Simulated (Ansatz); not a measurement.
# How Ni(100) screens a field, part 2 of 2

Where does the screening charge of Ni(100) sit?

Ansatz 0.2.0; plane-wave DFT, r2SCAN, Ansatz PAW.

So far. Step 4 (Single point, field -0.05 V/Å): The dipole is -0.0176 e·Å. Step 5 (Atoms held, field 0.1 V/Å): The dipole is 0.0351 e·Å.

### Step 6. Atoms held, field -0.1 V/Å

Contents of input.yaml:

```yaml
crystal:
  lattice:
    - [2.4890158698, 0.0, 0.0]
    - [0.0, 2.4890158698, 0.0]
    - [0.0, 0.0, 25.04]
  atoms:
    - { symbol: Ni, position: [0.0, 0.0, 0.3594249201], spin: 0.7 }
    - { symbol: Ni, position: [0.5, 0.5, 0.4297124601], spin: 0.7 }
    - { symbol: Ni, position: [0.0, 0.0, 0.5], spin: 0.7 }
    - { symbol: Ni, position: [0.5, 0.5, 0.5702875399], spin: 0.7 }
    - { symbol: Ni, position: [0.0, 0.0, 0.6405750799], spin: 0.7 }
magnetization:
  spin_polarized: true
kpoints:
  mp_grid: { grid: [20, 20, 1] }
hamiltonian:
  xc: r2scan
scf:
  occupations: { method: fermi_dirac, width: 0.1 }
  convergence: { dr2_threshold: 1.0e-10 }
efield:
  axis: 3
  dipole_correction: true
  ramp_position: 0.97
  ramp_width: 0.06
  amplitude: -0.1
output:
  forces: true
  write_potential: true
  write_density: true
  volumetric_format: npy
```

Started as:

```sh
ansatz run input.yaml --threads 4 --pin off --max-ram 6144MiB --backend cpu --events-out ev --progress --plain --runs-dir out
```

Numbers of over 12 decimals in the logs are rounded to 6 here.

The program printed:

```text
[...]
Crystal: 5 atoms, lattice volume = 155.128 Å³
Basis set: ecut = 500 eV, 4007 PW (Γ), exchange–correlation on 80×80×768 points (64 copies of the dense FFT grid, shifted against one another)
Bands: 57, of which v1, the nominal top of the filled ones, is band 45 counted from 1 (44 counted from 0)
Symmetry: 8 space group operations
k-points: 66 of 400
[...]
k-point 0 ↑: bands = [... 41 lower, 1.8111, 1.8322, 1.8322, 1.9840, 2.1116, 2.1116, 2.1504, 2.2259, ... 8 higher]
  k-point 1 ↑: bands = [... 41 lower, 1.7592, 1.7892, 1.8672, 2.0089, 2.0714, 2.1215, 2.1711, 2.2073, ... 8 higher]
  k-point 2 ↑: bands = [... 41 lower, 1.6922, 1.7086, 1.7609, 2.0104, 2.0353, 2.1631, 2.1826, 2.3798, ... 8 higher]
  k-point 65 ↓: bands = [... 41 lower, 3.7490, 3.8344, 3.9182, 3.9191, 6.3263, 6.3263, 8.3923, 8.3923, ... 8 higher]
[key lines of the parts left out:]
SCF converged after 33 iterations
Magnetization: 3.8541 μB (46.9270 up, 43.0730 down)
Free energy (F): -29224.479958 eV
Fermi energy:    3.198967 eV
Dipole field:    D = -0.040990 V/Å  (p = -0.035140 e·Å, saw-weighted, corrected)
```

It took 3 min on 4 threads of Intel Xeon 6975P-C (Granite Rapids), shared host; peak memory 1.5 GiB; 11 min of CPU time.

The dipole is -0.0351 e·Å.

### Step 7. Atoms held, field 0.2 V/Å

Edit input.yaml of step 6 so:

```diff
@@ -25,3 +25,3 @@
   ramp_width: 0.06
-  amplitude: -0.1
+  amplitude: 0.2
 output:
```

The program printed:

```text
[...]
Crystal: 5 atoms, lattice volume = 155.128 Å³
Basis set: ecut = 500 eV, 4007 PW (Γ), exchange–correlation on 80×80×768 points (64 copies of the dense FFT grid, shifted against one another)
Bands: 57, of which v1, the nominal top of the filled ones, is band 45 counted from 1 (44 counted from 0)
Symmetry: 8 space group operations
k-points: 66 of 400
[...]
k-point 0 ↑: bands = [... 41 lower, 1.8092, 1.8304, 1.8304, 1.9823, 2.1099, 2.1099, 2.1487, 2.2242, ... 8 higher]
  k-point 1 ↑: bands = [... 41 lower, 1.7574, 1.7875, 1.8655, 2.0072, 2.0697, 2.1196, 2.1694, 2.2056, ... 8 higher]
  k-point 2 ↑: bands = [... 41 lower, 1.6905, 1.7068, 1.7592, 2.0087, 2.0336, 2.1613, 2.1808, 2.3779, ... 8 higher]
  k-point 65 ↓: bands = [... 41 lower, 3.7476, 3.8326, 3.9161, 3.9178, 6.3246, 6.3246, 8.3906, 8.3906, ... 8 higher]
[key lines of the parts left out:]
SCF converged after 30 iterations
Magnetization: 3.8541 μB (46.9271 up, 43.0729 down)
Free energy (F): -29224.485230 eV
Fermi energy:    3.197207 eV
Dipole field:    D = 0.081998 V/Å  (p = 0.070296 e·Å, saw-weighted, corrected)
```

Wall time 2.9 min (4 threads); peak memory 1.5 GiB.

The dipole is 0.0703 e·Å.

### Step 8. Atoms held, field -0.2 V/Å

Edit input.yaml of step 7 so:

```diff
@@ -25,3 +25,3 @@
   ramp_width: 0.06
-  amplitude: 0.2
+  amplitude: -0.2
 output:
```

The program printed:

```text
[...]
Crystal: 5 atoms, lattice volume = 155.128 Å³
Basis set: ecut = 500 eV, 4007 PW (Γ), exchange–correlation on 80×80×768 points (64 copies of the dense FFT grid, shifted against one another)
Bands: 57, of which v1, the nominal top of the filled ones, is band 45 counted from 1 (44 counted from 0)
Symmetry: 8 space group operations
k-points: 66 of 400
[...]
k-point 0 ↑: bands = [... 41 lower, 1.8092, 1.8304, 1.8304, 1.9823, 2.1099, 2.1099, 2.1487, 2.2242, ... 8 higher]
  k-point 1 ↑: bands = [... 41 lower, 1.7574, 1.7875, 1.8655, 2.0072, 2.0697, 2.1196, 2.1694, 2.2056, ... 8 higher]
  k-point 2 ↑: bands = [... 41 lower, 1.6905, 1.7068, 1.7592, 2.0087, 2.0336, 2.1613, 2.1808, 2.3779, ... 8 higher]
  k-point 65 ↓: bands = [... 41 lower, 3.7476, 3.8326, 3.9161, 3.9178, 6.3246, 6.3246, 8.3906, 8.3906, ... 8 higher]
[key lines of the parts left out:]
SCF converged after 32 iterations
Magnetization: 3.8541 μB (46.9271 up, 43.0729 down)
Free energy (F): -29224.485230 eV
Fermi energy:    3.197206 eV
Dipole field:    D = -0.081991 V/Å  (p = -0.070290 e·Å, saw-weighted, corrected)
```

Elapsed: 2.9 min, on 4 threads; peak memory 1.5 GiB; 11 min of CPU time.

The dipole is -0.0703 e·Å.

### Step 9. Atoms held, field 0.4 V/Å

Edit input.yaml of step 8 so:

```diff
@@ -25,3 +25,3 @@
   ramp_width: 0.06
-  amplitude: -0.2
+  amplitude: 0.4
 output:
@@ -31 +31,2 @@
   volumetric_format: npy
+  elf: true
```

The program printed:

```text
[...]
Crystal: 5 atoms, lattice volume = 155.128 Å³
Basis set: ecut = 500 eV, 4007 PW (Γ), exchange–correlation on 80×80×768 points (64 copies of the dense FFT grid, shifted against one another)
Bands: 57, of which v1, the nominal top of the filled ones, is band 45 counted from 1 (44 counted from 0)
Symmetry: 8 space group operations
k-points: 66 of 400
[...]
k-point 0 ↑: bands = [... 41 lower, 1.8014, 1.8232, 1.8232, 1.9753, 2.1026, 2.1026, 2.1416, 2.2171, ... 8 higher]
  k-point 1 ↑: bands = [... 41 lower, 1.7498, 1.7803, 1.8583, 2.0002, 2.0625, 2.1120, 2.1622, 2.1985, ... 8 higher]
  k-point 2 ↑: bands = [... 41 lower, 1.6835, 1.6996, 1.7521, 2.0015, 2.0267, 2.1541, 2.1738, 2.3701, ... 8 higher]
  k-point 65 ↓: bands = [... 41 lower, 3.7412, 3.8255, 3.9084, 3.9119, 6.3176, 6.3176, 8.3837, 8.3837, ... 8 higher]
[key lines of the parts left out:]
SCF converged after 32 iterations
Magnetization: 3.8543 μB (46.9272 up, 43.0728 down)
Free energy (F): -29224.506323 eV
Fermi energy:    3.190071 eV
Dipole field:    D = 0.164073 V/Å  (p = 0.140658 e·Å, saw-weighted, corrected)
```

Elapsed: 3 min, on 4 threads; peak memory 1.5 GiB; 11 min of CPU time.

Running mean over 1.76 Å of the planar mean, with the applied field; the ramp of the sawtooth is left out. Table of electron's electrostatic potential energy less the Fermi level by z:

z (Å), electron's electrostatic potential energy less the Fermi level (eV) and a bar from the least value:
```
        3        3.2 ########################
        4        3.6 #########################
        5        4.0 #########################
        6        4.4 ##########################
        7        4.2 ##########################
        8       -1.7 ###############
        9       -9.8 #
       10      -10.2 
       11      -10.3 
       12      -10.3 
       13      -10.3 
       14      -10.3 
       15      -10.2 
       16       -9.8 #
       17       -2.1 ##############
       18        4.6 ##########################
       19        5.5 ############################
       20        5.9 #############################
       21        6.3 #############################
       22        6.7 ##############################
```

The dipole is 0.141 e·Å.

### Step 10. The response

This step: plane-wave DFT, r2SCAN, Ansatz PAW; screening of a field by a metal slab (Ansatz 0.2.0).

The dipoles give the slope, and the difference of two potentials shows where the field is screened.

This step gave:

| Quantity | Value |
| --- | --- |
| equivalent conductor thickness p/(ε₀AE) | 10.26 Å |
| distance between the outer atoms | 7.040 Å |
| image plane, upper face | 1.623 Å |
| induced electrons on the upper face over ε₀E | -0.9977 |
| image plane, lower face | 1.623 Å |
| induced electrons on the lower face over ε₀E | 0.9977 |

Table of dipole of the cell by applied field:

```tsv
applied field (V/Å)	dipole of the cell (e·Å)
-0.200	-0.0703
-0.100	-0.0351
-0.050	-0.0176
0.000	1.6e-7
0.050	0.0176
0.100	0.0351
0.200	0.0703
0.400	0.141
```

The total moment stays at 3.85 μB for applied field from -0.2 to 0.4 V/Å.

Local field over the applied field, running mean. From the potentials at -0.05 and 0.05 V/Å; running mean over 1.76 Å. The local field over applied field by z:

```tsv
z (Å)	local field over applied field
4.5	0.997
5.0	0.992
5.5	0.979
6.0	0.947
6.5	0.872
7.0	0.725
7.5	0.492
8.0	0.245
8.5	0.0589
9.0	-0.0225
9.5	-0.0138
10.0	-0.00178
10.5	0.00586
11.0	7.9e-4
11.5	-4.0e-4
12.0	-3.2e-4
12.5	6.9e-4
13.0	-2.4e-4
13.5	-2.7e-4
14.0	4.0e-4
14.5	0.00567
15.0	-5.3e-4
15.5	-0.0123
16.0	-0.0236
16.5	0.0486
17.0	0.227
17.5	0.472
18.0	0.710
18.5	0.864
19.0	0.942
19.5	0.978
20.0	0.992
20.5	0.997
```

The induced electron density oscillates, so the rows of the table below give means over windows of 1 Å about each position, cut where the curve ends. Its maxima inside the range that stand out by 2 % of the span (Å: e/Å³ per V/Å): 8.0: 0.00415, 9.0: 0.00125, 10.4: 4.1e-4, 11.1: 2.7e-4, 13.2: 8.8e-5, 14.3: 3.1e-4, 15.8: 0.00106, 16.3: 0.0015. Its minima: 8.7: -0.0015, 9.3: -0.00106, 10.8: -3.1e-4, 11.9: -8.8e-5, 14.0: -2.7e-4, 14.6: -4.1e-4, 16.0: -0.00125, 17.1: -0.00415.

Electrons, planar mean, per unit field. Induced electron density against z; means over each step:

```tsv
z (Å)	induced electron density (e/Å³ per V/Å)
5	6.3e-5
6	4.3e-4
7	0.00202
8	0.00337
9	-3.3e-4
10	-3.0e-5
11	2.0e-5
12	-4.2e-5
13	4.1e-5
14	-6.9e-6
15	-5.7e-6
16	3.7e-4
17	-0.00325
18	-0.00212
19	-4.6e-4
20	-6.8e-5
```

By hand: between -0.05 and 0.05 V/Å the dipole changes by 0.03514 e·Å, a slope of 0.3514 e·Å²/V. A perfect conductor of thickness t has p = ε₀AEt, so t = 180.95 × 0.3514 / 6.195 = 10.27 Å (e/ε₀ = 180.95 V·Å, A in Å²). Less the 7.04 Å between the outer atoms, and halved, that puts each image plane 1.61 Å out.

The induced dipole is that of a conductor 10.26 Å thick.

### Step 11. Varying the input: crystal.symmetry = {"detect": false}

This step: plane-wave DFT, r2SCAN, Ansatz PAW (Ansatz 0.2.0).

A run with a changed input: it repeats the earlier run at 0.05 V/Å with crystal.symmetry to detect: false.

Edit input.yaml of step 9 so:

```diff
@@ -11,2 +11,3 @@
     - { symbol: Ni, position: [0.0, 0.0, 0.6405750799], spin: 0.7 }
+  symmetry: { detect: false }
 magnetization:
@@ -25,3 +26,3 @@
   ramp_width: 0.06
-  amplitude: 0.4
+  amplitude: 0.05
 output:
@@ -31,2 +32 @@
   volumetric_format: npy
-  elf: true
```

The program printed:

```text
[...]
Crystal: 5 atoms, lattice volume = 155.128 Å³
Basis set: ecut = 500 eV, 4007 PW (Γ), exchange–correlation on 80×80×768 points (64 copies of the dense FFT grid, shifted against one another)
Bands: 57, of which v1, the nominal top of the filled ones, is band 45 counted from 1 (44 counted from 0)
Symmetry: 1 space group operations
k-points: 202 of 400 (time reversal used)
[...]
Starting moments: Σ|m| = 3.5 μB on 5 of 5 sites
[...]
SCF iter   1: F=—  HF=-29218.813577 eV  |F-HF|=—  |Δ(HF+E_count)|=         —  Δρ=2.71e-2 (↑2.38e-2 ↓2.71e-2)  dr2=5.15e0  dr2_τ=2.83e-2  dr2_m=6.82e-1  M=4.020 μB ∫|m|=4.258 μB  β_m=1.00  ethr=3.10e-3  p=0.000 e·Å  D=4.36e-13 V/Å  ΔV_dip=-0.00 eV  dr2_dipole=3.36e-1  V_vac-E_F(+/−)=8.11/6.96 eV  ⟨swp⟩=10.5  Hψ=117853  notcnv=0  defer=400
[...]
SCF iter  31: F=-29224.478641 eV  HF=-29224.478641 eV  |F-HF|=1.27e-10  |Δ(HF+E_count)|=  9.82e-11  Δρ=4.08e-8 (↑1.14e-8 ↓4.08e-8)  dr2=6.18e-12  dr2_τ=6.56e-15  dr2_m=3.83e-13  M=3.854 μB ∫|m|=4.770 μB  ethr=1.00e-12  p=0.018 e·Å  D=2.05e-2 V/Å  ΔV_dip=-0.51 eV  dr2_dipole=3.56e-14  V_vac-E_F(+/−)=5.24/4.61 eV  ⟨swp⟩=9.8  Hψ=121809  notcnv=0
SCF 1 converged in 31 iterations: F = -29224.478641 eV  dr2 = 6.18e-12
[...]
SCF converged after 31 iterations
[...]
Magnetization: 3.8541 μB (46.9270 up, 43.0730 down)
Absolute magnetization: 4.7759 μB (∫|ρ↑−ρ↓|, with the PAW one-centre terms)
[...]
Per-site moments (μB) at R_I (Å): [(0.884809, 1.026719), (0.824114, 1.026719), (0.817633, 1.026719), (0.824437, 1.026719), (0.885139, 1.026719)]
Free energy (F): -29224.478641 eV
[...]
Internal energy: -29224.257971 eV  (E = F + TS)
E sigma→0 (E₀):  -29224.368306 eV
Entropy (-TS):   -0.220670 eV (-44.134 meV/atom)
Fermi energy:    3.199406 eV
Dipole field:    D = 0.020494 V/Å  (p = 0.017569 e·Å, saw-weighted, corrected)
Work function:   not extracted (applied field tilts the vacuum); planar V_es + V_field profile in the machine report
[...]
--- Forces (eV/Å), atoms counted from 1 ---
  atom   1  Ni    -0.00000007     0.00000001     0.63369690
  atom   2  Ni     0.00000007    -0.00000001    -0.41982206
  atom   3  Ni     0.00000001    -0.00000000     0.00009034
  atom   4  Ni     0.00000016    -0.00000007     0.42035557
  atom   5  Ni    -0.00000017     0.00000007    -0.63432144
  max |Σ_I F_I| component: 6.77e-7 eV/Å
--- Band table (eV; the first three rows and the last of 404) ---
  k-point 0 ↑: bands = [... 41 lower, 1.8116, 1.8326, 1.8326, 1.9844, 2.1121, 2.1121, 2.1508, 2.2263, ... 8 higher]
  k-point 1 ↑: bands = [... 41 lower, 1.7597, 1.7897, 1.8677, 2.0094, 2.0719, 2.1220, 2.1715, 2.2078, ... 8 higher]
  k-point 2 ↑: bands = [... 41 lower, 1.6926, 1.7090, 1.7614, 2.0109, 2.0358, 2.1636, 2.1830, 2.3803, ... 8 higher]
  k-point 201 ↓: bands = [... 41 lower, 3.7492, 3.8348, 3.9188, 3.9193, 6.3268, 6.3268, 8.3927, 8.3927, ... 8 higher]
```

The job ended after 8.5 min (4 threads; peak memory 3 GiB; 32 min of CPU time).

Numbers from this step:

```
energy at zero smearing : -29224.3683 eV
site moments            : 0.8848, 0.8241, 0.8176, 0.8244, 0.8851 μB
dipole along the normal : 0.01757 e·Å
```

Force by atom:

```tsv
atom	x (eV/Å)	y (eV/Å)	z (eV/Å)	size
Ni1	0.000	0.000	0.634	0.634
Ni2	0.000	0.000	-0.420	0.420
Ni3	0.000	0.000	0.000	0.000
Ni4	0.000	0.000	0.420	0.420
Ni5	0.000	0.000	-0.634	0.634
```

```tsv
quantity	this run	earlier run	difference
dipole along the normal (e·Å)	0.01757	0.01757	-1.4e-6
total moment (μB)	3.854	3.854	1.1e-7
```

Nothing in the table moves by 0.01 in its unit (for the dipole 0.5 % and 5e-5 e·Å).

### Step 12. A changed input: efield.ramp_width = 0.04

Another changed input: it repeats the earlier run at 0.05 V/Å with efield.ramp_width from 0.06 to 0.04.

Edit input.yaml of step 11 so:

```diff
@@ -11,3 +11,2 @@
     - { symbol: Ni, position: [0.0, 0.0, 0.6405750799], spin: 0.7 }
-  symmetry: { detect: false }
 magnetization:
@@ -25,3 +24,3 @@
   ramp_position: 0.97
-  ramp_width: 0.06
+  ramp_width: 0.04
   amplitude: 0.05
```

The program printed:

```text
[...]
Crystal: 5 atoms, lattice volume = 155.128 Å³
Basis set: ecut = 500 eV, 4007 PW (Γ), exchange–correlation on 80×80×768 points (64 copies of the dense FFT grid, shifted against one another)
Bands: 57, of which v1, the nominal top of the filled ones, is band 45 counted from 1 (44 counted from 0)
Symmetry: 8 space group operations
k-points: 66 of 400
[...]
Starting moments: Σ|m| = 3.5 μB on 5 of 5 sites
[...]
SCF iter   1: F=—  HF=-29218.814613 eV  |F-HF|=—  |Δ(HF+E_count)|=         —  Δρ=2.71e-2 (↑2.38e-2 ↓2.71e-2)  dr2=5.15e0  dr2_τ=2.83e-2  dr2_m=6.80e-1  M=4.020 μB ∫|m|=4.256 μB  β_m=1.00  ethr=3.10e-3  p=0.000 e·Å  D=6.01e-7 V/Å  ΔV_dip=-0.00 eV  dr2_dipole=3.36e-1  V_vac-E_F(+/−)=8.11/6.94 eV  ⟨swp⟩=10.6  Hψ=38573  notcnv=0  defer=124
[...]
SCF iter  32: F=-29224.478641 eV  HF=-29224.478641 eV  |F-HF|=1.78e-10  |Δ(HF+E_count)|=  3.27e-11  Δρ=1.33e-7 (↑1.42e-8 ↓1.33e-7)  dr2=6.19e-11  dr2_τ=6.80e-14  dr2_m=5.24e-12  M=3.854 μB ∫|m|=4.770 μB  ethr=1.00e-12  p=0.018 e·Å  D=2.05e-2 V/Å  ΔV_dip=-0.51 eV  dr2_dipole=5.66e-12  V_vac-E_F(+/−)=5.24/4.58 eV  ⟨swp⟩=10.6  Hψ=36364  notcnv=0
SCF 1 converged in 32 iterations: F = -29224.478641 eV  dr2 = 6.19e-11
[...]
SCF converged after 32 iterations
[...]
Magnetization: 3.8541 μB (46.9270 up, 43.0730 down)
Absolute magnetization: 4.7759 μB (∫|ρ↑−ρ↓|, with the PAW one-centre terms)
[...]
Per-site moments (μB) at R_I (Å): [(0.884809, 1.026719), (0.824114, 1.026719), (0.817633, 1.026719), (0.824438, 1.026719), (0.885138, 1.026719)]
Free energy (F): -29224.478641 eV
[...]
Internal energy: -29224.257971 eV  (E = F + TS)
E sigma→0 (E₀):  -29224.368306 eV
Entropy (-TS):   -0.220670 eV (-44.134 meV/atom)
Fermi energy:    3.206794 eV
Dipole field:    D = 0.020491 V/Å  (p = 0.017567 e·Å, saw-weighted, corrected)
Work function:   not extracted (applied field tilts the vacuum); planar V_es + V_field profile in the machine report
[...]
--- Forces (eV/Å), atoms counted from 1 ---
  atom   1  Ni    -0.00000000     0.00000000     0.63369733
  atom   2  Ni    -0.00000000     0.00000000    -0.41982200
  atom   3  Ni     0.00000000     0.00000000     0.00008925
  atom   4  Ni    -0.00000000     0.00000000     0.42035672
  atom   5  Ni     0.00000000     0.00000000    -0.63431935
  max |Σ_I F_I| component: 1.95e-6 eV/Å
--- Band table (eV; the first three rows and the last of 132) ---
  k-point 0 ↑: bands = [... 41 lower, 1.8190, 1.8400, 1.8400, 1.9918, 2.1195, 2.1195, 2.1582, 2.2337, ... 8 higher]
  k-point 1 ↑: bands = [... 41 lower, 1.7671, 1.7971, 1.8751, 2.0168, 2.0793, 2.1294, 2.1789, 2.2152, ... 8 higher]
  k-point 2 ↑: bands = [... 41 lower, 1.7000, 1.7164, 1.7687, 2.0183, 2.0432, 2.1710, 2.1904, 2.3877, ... 8 higher]
  k-point 65 ↓: bands = [... 41 lower, 3.7566, 3.8422, 3.9262, 3.9266, 6.3341, 6.3341, 8.4001, 8.4001, ... 8 higher]
```

Wall time 2.9 min (4 threads); peak memory 1.5 GiB.

Force by atom:

```tsv
atom	x (eV/Å)	y (eV/Å)	z (eV/Å)	size
Ni1	0.000	0.000	0.634	0.634
Ni2	0.000	0.000	-0.420	0.420
Ni3	0.000	0.000	0.000	0.000
Ni4	0.000	0.000	0.420	0.420
Ni5	0.000	0.000	-0.634	0.634
```

```tsv
quantity	this run	earlier run	difference
dipole along the normal (e·Å)	0.01757	0.01757	-3.7e-6
total moment (μB)	3.854	3.854	-9.6e-8
```

Nothing in the table moves by 0.01 in its unit (for the dipole 0.5 % and 5e-5 e·Å). The run took 32 SCF cycles against 31.

### Step 13. Outcome

- work function: 4.94 eV
- image plane, upper face: 1.62 Å
- induced electrons on the upper face over ε₀E: -0.998
- equivalent conductor thickness p/(ε₀AE): 10.3 Å

**Reading.** The induced charge has its centre 1.62 Å outside the outermost atoms; this is the plane from which a capacitor's gap or an image potential counts. The equivalent conductor thickness exceeds the distance between the outer atoms by 3.22 Å, about the sum of the two image-plane distances. The atoms are held at bulk positions with the tabulated experimental lattice constant. The magnetic order is the one reached from the typed start; other orders were not compared.

[Logs are printed without paths, hosts, clocks, repeated set-up lines and the standing remarks that a program may print on its own settings, such as how far it seeks lower states.]

[Hosts, paths, dates, database ids (printed as entryN), source tags and the programs' standing remarks are cut or masked in the printed files.]

[Maps of the electrostatic potential energy from Ansatz leave out the sawtooth potential of an applied field or a dipole correction, so their vacuum need not be flat; planar profiles and work functions include it.]
